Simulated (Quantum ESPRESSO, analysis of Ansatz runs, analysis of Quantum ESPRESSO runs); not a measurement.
# Substitutional N in diamond: charge-transition level against experiment (Quantum ESPRESSO), part 4 of 4

How near does this set-up come to the measured charge-transition level? Subject: substitutional N in diamond. Set-up: PBE, GBRV 1.5 PBE, 64-site cell, PBE lattice, k: the zone centre alone then 2x2x2 shifted, random start of 0.1 A, dielectric constants 5.7 and 5.7 (handbook). The model is a cell of 64 host atoms with 1 C taken out and 1 N put in. The level is the Fermi energy at which two charge states have equal formation energy, after a correction for the images of the charge. Another start tests whether the structure found is the lowest.

Quantum ESPRESSO 7.5; PBE, GBRV 1.5 PBE, 64-site cell, PBE lattice, k: the zone centre alone then 2x2x2 shifted, random start of 0.1 A, dielectric constants 5.7 and 5.7 (handbook).

So far. Step 4 (Relaxation, charge 0): Among the atoms that came to bonding distance: C42–C46 1.52 Å (from 1.74); C23–C20 1.54 Å (from 1.71).

**5. Single point, charge 0**

This step: Quantum ESPRESSO plane-wave DFT, PBE, GBRV 1.5 PBE potentials; single point of a defect supercell.

pw.in

```
&CONTROL
  calculation = 'scf'
  prefix = 'pwscf'
  outdir = './tmp'
  pseudo_dir = './pseudo'
  tprnfor = .true.
  disk_io = 'low'
/
&SYSTEM
  ibrav = 0
  nat = 64
  ntyp = 2
  ecutwfc = 45
  ecutrho = 360
  nbnd = 133
  occupations = 'smearing'
  smearing = 'fd'
  degauss = 0.00073499
  nspin = 2
  starting_magnetization(1) = 0.125
  starting_magnetization(2) = 0.1
  tot_magnetization = 1
  nosym = .true.
/
&ELECTRONS
  conv_thr = 6d-08
  electron_maxstep = 100
  mixing_beta = 0.3
/
ATOMIC_SPECIES
C     12.0110 c_pbe_v1.2.uspp.F.UPF
N     14.0070 n_pbe_v1.2.uspp.F.UPF
CELL_PARAMETERS angstrom
   7.1418068620    0.0000000000    0.0000000000
   0.0000000000    7.1418068620    0.0000000000
   0.0000000000    0.0000000000    7.1418068620
ATOMIC_POSITIONS crystal
C     -0.0025974693   -0.0027694120    0.2496475685
C     -0.0025824765    0.2493485836   -0.0025187617
[... 1 atom line left out ...]
C      0.2303628875    0.2301439846    0.2304122913
[... 1 atom line left out ...]
C      0.1227425323    0.3714066556    0.1228295541
[... 1 atom line left out ...]
N      0.3922105112    0.3920116467    0.3923286409
[... 5 atom lines left out ...]
C      0.1276885374    0.3741419069    0.6237635019
C      0.3743051457    0.1275301885    0.6237816241
[... 5 atom lines left out ...]
C      0.1276864646    0.6234904053    0.3743426654
[... 1 atom line left out ...]
C      0.3743184306    0.6234541684    0.1278391474
[... 3 atom lines left out ...]
C      0.2564011793    0.5026638207    0.5028936286
[... 9 atom lines left out ...]
C      0.6236533811    0.1275470761    0.3743908117
C      0.6236651833    0.3741007325    0.1278977850
[... 3 atom lines left out ...]
C      0.5028544394    0.2562584939    0.5029802236
[... 6 atom lines left out ...]
C      0.5028583789    0.5026601310    0.2566199627
[... 14 atom lines left out ...]
C      0.8750026645    0.8749073927    0.8751472489
K_POINTS automatic
2 2 2 1 1 1
```

pp_potential.in

```
&INPUTPP
  prefix = 'pwscf'
  outdir = './tmp'
  filplot = 'potential.dat'
  plot_num = 11
/
&PLOT
  nfile = 1
  filepp(1) = 'potential.dat'
  iflag = 3
  output_format = 6
  fileout = 'potential.cube'
/
```

On the command line:

```sh
$ OMP_NUM_THREADS=1 mpirun -n 4 pw.x -nk 2 -in pw.in > pw.out
$ OMP_NUM_THREADS=1 mpirun -n 4 pp.x -in pp_potential.in > pp_potential.out
```

Output:

```text
[banner, memory and clock lines left out]
          URL

     bravais-lattice index     =            0
     lattice parameter (alat)  =      13.4961  a.u.
     unit-cell volume          =    2458.2209 (a.u.)^3
     number of atoms/cell      =           64
     number of atomic types    =            2
     number of electrons       =       257.00 (up: 129.00, down: 128.00)
     number of Kohn-Sham states=          133
     kinetic-energy cutoff     =      45.0000  Ry
     charge density cutoff     =     360.0000  Ry
     scf convergence threshold =      6.0E-08
     mixing beta               =       0.3000
     number of iterations used =            8  plain     mixing
     Exchange-correlation= SLA  PW   PBE  PBE
                           (   1   4   3   4   0   0   0)

     celldm(1)=  13.496059  celldm(2)=   0.000000  celldm(3)=   0.000000
     celldm(4)=   0.000000  celldm(5)=   0.000000  celldm(6)=   0.000000

     crystal axes: (cart. coord. in units of alat)
               a(1) = (   1.000000   0.000000   0.000000 )
               a(2) = (   0.000000   1.000000   0.000000 )
               a(3) = (   0.000000   0.000000   1.000000 )

     reciprocal axes: (cart. coord. in units 2 pi/alat)
               b(1) = (  1.000000  0.000000  0.000000 )
               b(2) = (  0.000000  1.000000  0.000000 )
               b(3) = (  0.000000  0.000000  1.000000 )

     PseudoPot. # 1 for C  read from file:
     c_pbe_v1.2.uspp.F.UPF
     Pseudo is Ultrasoft + core correction, Zval =  4.0
     Generated by new atomic code, or converted to UPF format
     Using radial grid of  721 points,  4 beta functions with:
                l(1) =   0
                l(2) =   0
                l(3) =   1
                l(4) =   1
     Q(r) pseudized with  8 coefficients,  rinner =    1.100   1.100   1.100

     PseudoPot. # 2 for N  read from file:
     n_pbe_v1.2.uspp.F.UPF
     Pseudo is Ultrasoft + core correction, Zval =  5.0
     Generated by new atomic code, or converted to UPF format
     Using radial grid of  729 points,  4 beta functions with:
                l(1) =   0
                l(2) =   0
                l(3) =   1
                l(4) =   1
     Q(r) pseudized with  8 coefficients,  rinner =    0.900   0.900   0.900

     atomic species   valence    mass     pseudopotential
     C                 4.00    12.01100     C ( 1.00)
     N                 5.00    14.00700     N ( 1.00)

     Starting magnetic structure
     atomic species   magnetization
     C               0.125
     N               0.100

     No symmetry found

   Cartesian axes

     site n.     atom                  positions (alat units)
         1        C      tau(   1) = (  -0.0025975  -0.0027694   0.2496476  )
         2        C      tau(   2) = (  -0.0025825   0.2493486  -0.0025188  )
         3        C      tau(   3) = (   0.2494788  -0.0028607  -0.0025304  )
         4        C      tau(   4) = (   0.2303629   0.2301440   0.2304123  )
         5        C      tau(   5) = (   0.1227671   0.1225484   0.3717036  )
         6        C      tau(   6) = (   0.1227425   0.3714067   0.1228296  )
         7        C      tau(   7) = (   0.3715882   0.1225005   0.1227784  )
         8        N      tau(   8) = (   0.3922105   0.3920116   0.3923286  )
         9        C      tau(   9) = (  -0.0001101  -0.0002019   0.7490928  )
        10        C      tau(  10) = (   0.0013183   0.2500076   0.4986773  )
        11        C      tau(  11) = (   0.2501938   0.0010996   0.4986755  )
[...]
60        C      tau(  60) = (   0.7505330   0.7504259   0.7506425  )
        61        C      tau(  61) = (   0.6254891   0.6252797   0.8767376  )
        62        C      tau(  62) = (   0.6254385   0.8765176   0.6255841  )
        63        C      tau(  63) = (   0.8765885   0.6253224   0.6255526  )
        64        C      tau(  64) = (   0.8750027   0.8749074   0.8751472  )

     number of k points=     4  Fermi-Dirac smearing, width (Ry)=  0.0007
                       cart. coord. in units 2pi/alat
        k(    1) = (   0.2500000   0.2500000   0.2500000), wk =   0.2500000
        k(    2) = (   0.2500000   0.2500000  -0.2500000), wk =   0.2500000
        k(    3) = (   0.2500000  -0.2500000   0.2500000), wk =   0.2500000
        k(    4) = (   0.2500000  -0.2500000  -0.2500000), wk =   0.2500000

     Dense  grid:   283241 G-vectors     FFT dimensions: (  81,  81,  81)

     Smooth grid:   100377 G-vectors     FFT dimensions: (  60,  60,  60)

     Generating pointlists ...
     new r_m :   0.0854 (alat units)  1.1531 (a.u.) for type    1
     new r_m :   0.0854 (alat units)  1.1531 (a.u.) for type    2

     Initial potential from superposition of free atoms

     starting charge     256.9974, renormalised to     257.0000
     Starting wfcs are  256 randomized atomic wfcs

     Self-consistent Calculation

     iteration #  1     ecut=    45.00 Ry     beta= 0.30
     Davidson diagonalization with overlap
     ethr =  1.00E-02,  avg # of iterations =  2.0

     total energy              =    -743.34138565 Ry
     estimated scf accuracy    <       3.86098545 Ry

     total magnetization       =     1.00 Bohr mag/cell
     absolute magnetization    =     1.29 Bohr mag/cell

[...]
total energy              =    -743.14453306 Ry
     estimated scf accuracy    <       0.00000232 Ry

     total magnetization       =     1.00 Bohr mag/cell
     absolute magnetization    =     1.12 Bohr mag/cell

     iteration # 11     ecut=    45.00 Ry     beta= 0.30
     Davidson diagonalization with overlap
     ethr =  9.02E-10,  avg # of iterations =  4.0

     total energy              =    -743.14453367 Ry
     estimated scf accuracy    <       0.00000084 Ry

     total magnetization       =     1.00 Bohr mag/cell
     absolute magnetization    =     1.12 Bohr mag/cell

     iteration # 12     ecut=    45.00 Ry     beta= 0.30
     Davidson diagonalization with overlap
     ethr =  3.28E-10,  avg # of iterations =  4.0

     total energy              =    -743.14453412 Ry
     estimated scf accuracy    <       0.00000016 Ry

     total magnetization       =     1.00 Bohr mag/cell
     absolute magnetization    =     1.12 Bohr mag/cell

     iteration # 13     ecut=    45.00 Ry     beta= 0.30
     Davidson diagonalization with overlap
     ethr =  6.31E-11,  avg # of iterations =  3.5

     Magnetic moment per site  (integrated on atomic sphere of radius R)
     atom   1 (R=0.085)  charge=  1.8267  magn=  0.0140
     atom   2 (R=0.085)  charge=  1.8264  magn=  0.0140
     atom   3 (R=0.085)  charge=  1.8264  magn=  0.0140
     atom   4 (R=0.085)  charge=  1.8577  magn=  0.2873
     atom   5 (R=0.085)  charge=  1.8356  magn= -0.0094
     atom   6 (R=0.085)  charge=  1.8352  magn= -0.0094
     atom   7 (R=0.085)  charge=  1.8354  magn= -0.0094
     atom   8 (R=0.085)  charge=  2.9088  magn=  0.1429
     atom   9 (R=0.085)  charge=  1.8208  magn=  0.0005
     atom  10 (R=0.085)  charge=  1.8166  magn=  0.0045
[...]
atom  60 (R=0.085)  charge=  1.8165  magn=  0.0003
     atom  61 (R=0.085)  charge=  1.8223  magn= -0.0001
     atom  62 (R=0.085)  charge=  1.8223  magn= -0.0001
     atom  63 (R=0.085)  charge=  1.8223  magn= -0.0001
     atom  64 (R=0.085)  charge=  1.8178  magn=  0.0001

     End of self-consistent calculation

 ------ SPIN UP ------------

          k = 0.2500 0.2500 0.2500 ( 12503 PWs)   bands (ev):

    -8.0559  -7.1402  -6.5904  -6.5900  -5.9273  -5.4733  -5.4729  -4.8541
    -4.3617  -4.3612  -4.2718  -3.7420  -3.3902  -3.3896  -3.3198  -3.3191
    -3.2618  -2.6629  -2.4856  -2.4854  -1.8628  -1.4757  -1.4754  -1.1963
    -1.1960  -1.1759  -0.5781  -0.5231  -0.5226  -0.4378  -0.4371  -0.3788
     0.6565   0.7025   0.7028   1.5264   1.6623   1.6626   1.9666   1.9672
     2.0088   2.1306   2.1310   2.1345   2.5275   2.5676   2.5679   2.6448
     3.3119   3.3123   3.3311   3.4399   3.4608   3.4610   4.6547   4.6550
     4.8138   4.8673   4.8761   4.8764   5.3141   5.3625   5.3629   5.4820
     5.5184   5.5187   5.7170   5.7175   5.7394   5.9269   5.9272   6.1274
     6.5761   6.5766   6.8768   6.9021   6.9026   6.9278   6.9700   6.9706
[...]
16.0123  17.9219  18.2096  18.2100  18.4080

          k = 0.2500 0.2500-0.2500 ( 12503 PWs)   bands (ev):

[...]
15.7973  18.0779  18.2088  18.2862  18.4285

          k = 0.2500-0.2500 0.2500 ( 12503 PWs)   bands (ev):

[...]
15.7973  18.0788  18.2088  18.2863  18.4281

          k = 0.2500-0.2500-0.2500 ( 12503 PWs)   bands (ev):

[...]
15.7973  18.0791  18.2093  18.2864  18.4282

 ------ SPIN DOWN ----------

          k = 0.2500 0.2500 0.2500 ( 12503 PWs)   bands (ev):

[...]
17.2125  18.0067  18.2178  18.2182  18.4207

          k = 0.2500 0.2500-0.2500 ( 12503 PWs)   bands (ev):

[...]
16.9648  18.1275  18.2166  18.3053  18.4425

          k = 0.2500-0.2500 0.2500 ( 12503 PWs)   bands (ev):

[...]
16.9648  18.1284  18.2165  18.3054  18.4422

          k = 0.2500-0.2500-0.2500 ( 12503 PWs)   bands (ev):

[...]
7.9690   8.0489   8.1254   8.1577   8.2538   8.3627   8.4316   8.4349
     8.7111   8.8637   8.8680   8.9654   8.9732   9.0560   9.0748   9.0989
     9.1418   9.1761   9.1841   9.2139   9.2202   9.2483   9.4182   9.6641
     9.7722   9.8900  10.2864  10.4004  10.4870  10.6965  10.7783  10.9122
    11.1002  11.2146  11.2570  11.3568  11.4341  11.7288  12.5466  12.7885
    16.9647  18.1287  18.2170  18.3055  18.4422

     the spin up/dw Fermi energies are    16.8739   15.2052 ev

!    total energy              =    -743.14453420 Ry
     estimated scf accuracy    <       0.00000003 Ry
     smearing contrib. (-TS)   =       0.00000000 Ry
     internal energy E=F+TS    =    -743.14453420 Ry

     The total energy is F=E-TS. E is the sum of the following terms:
     one-electron contribution =     252.93480270 Ry
     hartree contribution      =      64.63409577 Ry
     xc contribution           =    -237.52440373 Ry
     ewald contribution        =    -823.18902894 Ry

     total magnetization       =     1.00 Bohr mag/cell
     absolute magnetization    =     1.12 Bohr mag/cell

     convergence has been achieved in  13 iterations

     Forces acting on atoms (cartesian axes, Ry/au):

     atom    1 type  1   force =    -0.00178421   -0.00175115    0.00330056
     atom    2 type  1   force =    -0.00180459    0.00332413   -0.00167037
     atom    3 type  1   force =     0.00361904   -0.00127931   -0.00171130
     atom    4 type  1   force =    -0.00501353   -0.00505528   -0.00495280
     atom    5 type  1   force =     0.00000232    0.00021601    0.00005573
     atom    6 type  1   force =     0.00002242    0.00036049   -0.00005948
     atom    7 type  1   force =     0.00021135    0.00032103    0.00021670
     atom    8 type  2   force =     0.00863134    0.00877815    0.00868249
     atom    9 type  1   force =     0.00026806    0.00005545    0.00063652
     atom   10 type  1   force =    -0.00009536   -0.00213267    0.00002137
[...]
atom   60 type  1   force =    -0.00022868   -0.00046513   -0.00007167
     atom   61 type  1   force =     0.00006395    0.00032338   -0.00057339
     atom   62 type  1   force =     0.00047440   -0.00076482    0.00025705
     atom   63 type  1   force =    -0.00040441    0.00022762    0.00037211
     atom   64 type  1   force =     0.00048103    0.00017508    0.00015701

     Total force =     0.025109     Total SCF correction =     0.000359
```

Elapsed: 3.3 min, on 4 MPI ranks of Arm Neoverse V2, shared host; peak memory 1.4 GiB; 13 min of CPU time.

This step gave:

| Property | Result |
| --- | --- |
| total moment | 1.0000 μB |
| integral of the absolute spin density | 1.125 μB |

**6. Charge-transition levels**

Analysis of the runs above: levels from Quantum ESPRESSO plane-wave DFT, PBE, GBRV 1.5 PBE potentials energies with an image-charge correction aligned at atomic sites (own code after Kumagai and Oba).

It gives:

* gap: 4.143 eV

**7. Summary of results**

```yaml
static_dielectric_constant_used: 5.7
band_gap_of_the_host: 4.14 eV
plus_1_over_0_level_below_the_conduction_band_bottom: 1.32 eV
```

In words: (+1/0) level below the conduction-band bottom: computed 1.32 eV, measured 1.7 eV; 0.38 eV shallower than the measurement. The level is counted in a gap of 4.14 eV, and the correction is screened by a dielectric constant of 5.7 from a handbook. Levels hang on the band edges, which semilocal functionals place too close together. Limits: the periodic copies of the defect are only 7.1 Å apart.

[Logs are printed without paths, hosts, clocks, repeated set-up lines and the standing remarks that a program may print on its own settings, such as how far it seeks lower states.]

[Hosts, paths, dates, database ids (printed as entryN), source tags and the programs' standing remarks are cut or masked in the printed files.]

[For some hosts the program warned that the k-mesh of the response run may be too coarse for force constants and the static dielectric constant; such warnings are not shown here.]
